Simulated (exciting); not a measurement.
Consider LuSF, space group R-3m.

```cif
data_structure
_symmetry_space_group_name_H-M 'P 1'
_symmetry_Int_Tables_number 1
_cell_length_a 8.5243
_cell_length_b 8.5243
_cell_length_c 8.5243
_cell_angle_alpha 26.963
_cell_angle_beta 26.963
_cell_angle_gamma 26.963
_cell_volume 112.32
loop_
_atom_site_label
_atom_site_type_symbol
_atom_site_fract_x
_atom_site_fract_y
_atom_site_fract_z
_atom_site_occupancy
Lu1 Lu 0.00000 0.00000 0.00000 1
Lu2 Lu 0.50000 0.50000 0.50000 1
S3 S 0.60890 0.60890 0.60890 1
S4 S 0.39110 0.39110 0.39110 1
F5 F 0.83270 0.83270 0.83270 1
F6 F 0.16730 0.16730 0.16730 1
```

Absorber: atom 3, with 4 Lu at 2.68 Å (distorted tetrahedral, site symmetry 3m). Method: exciting, all-electron LAPW+lo, LDA, exchange and screened direct term (singlet BSE), 2×2×2 shifted k points, 48 conduction bands, |G+q| up to 3 bohr⁻¹ (2.5 in the exchange term), full RPA screening with nempty = 80, Lorentzian half width 0.45 eV.

Predict the S L₂,₃ near-edge structure at this level.

Bound core exciton? Yes on this mesh: the first bright state (over 5 % of the brightest) lies at -1.02 eV from the Kohn–Sham onset and at -1.28 eV from the lowest bare transition of its own mesh. Maxima (height): 0.8 eV (0.47), 2.1 eV (0.46), 7.5 eV (0.67), 10.1 eV (0.94), 13.3 eV (1.00), 16.0 eV (0.79) and 19.9 eV (0.61).

Energy from the Kohn–Sham onset, core level to the lowest empty state found on the meshes used; Im ε in relative units:

```tsv
E (eV)	Im ε
-3.5	0.02
-3.0	0.03
-2.5	0.03
-2.0	0.05
-1.5	0.08
-1.0	0.15
-0.5	0.19
0.0	0.27
0.5	0.43
1.0	0.46
1.5	0.43
2.0	0.46
2.5	0.45
3.0	0.43
3.5	0.38
4.0	0.37
4.5	0.39
5.0	0.38
5.5	0.43
6.0	0.56
6.5	0.61
7.0	0.61
7.5	0.67
8.0	0.65
8.5	0.67
9.0	0.77
9.5	0.82
10.0	0.92
10.5	0.88
11.0	0.80
11.5	0.76
12.0	0.79
12.5	0.90
13.0	0.97
13.5	0.99
14.0	0.94
14.5	0.89
15.0	0.83
15.5	0.78
16.0	0.79
16.5	0.69
17.0	0.59
17.5	0.52
18.0	0.47
18.5	0.46
19.0	0.50
19.5	0.57
20.0	0.61
20.5	0.56
```

Binding energies aren't converged on 8 k points, and fine structure above the first lines is partly noise of the mesh. The kernel cutoff is low for a compact core orbital, so the effect of exchange is a lower bound. The zero comes from the unshifted 3×3×3 ground-state mesh; it is exact only where the band minimum lies on that mesh. The conduction states carry no spin here, so the exchange coupling to the spinor core hole is only partly held. The structure is a published determination, not relaxed.

[Banner, clock and machine lines of the logs are left out without a mark of their own.]

[Logs are printed without paths, hosts, clocks, repeated set-up lines and the standing remarks that a program may print on its own settings, such as how far it seeks lower states.]

[Hosts, paths, dates, database ids (printed as entryN), source tags and the programs' standing remarks are cut or masked in the printed files.]
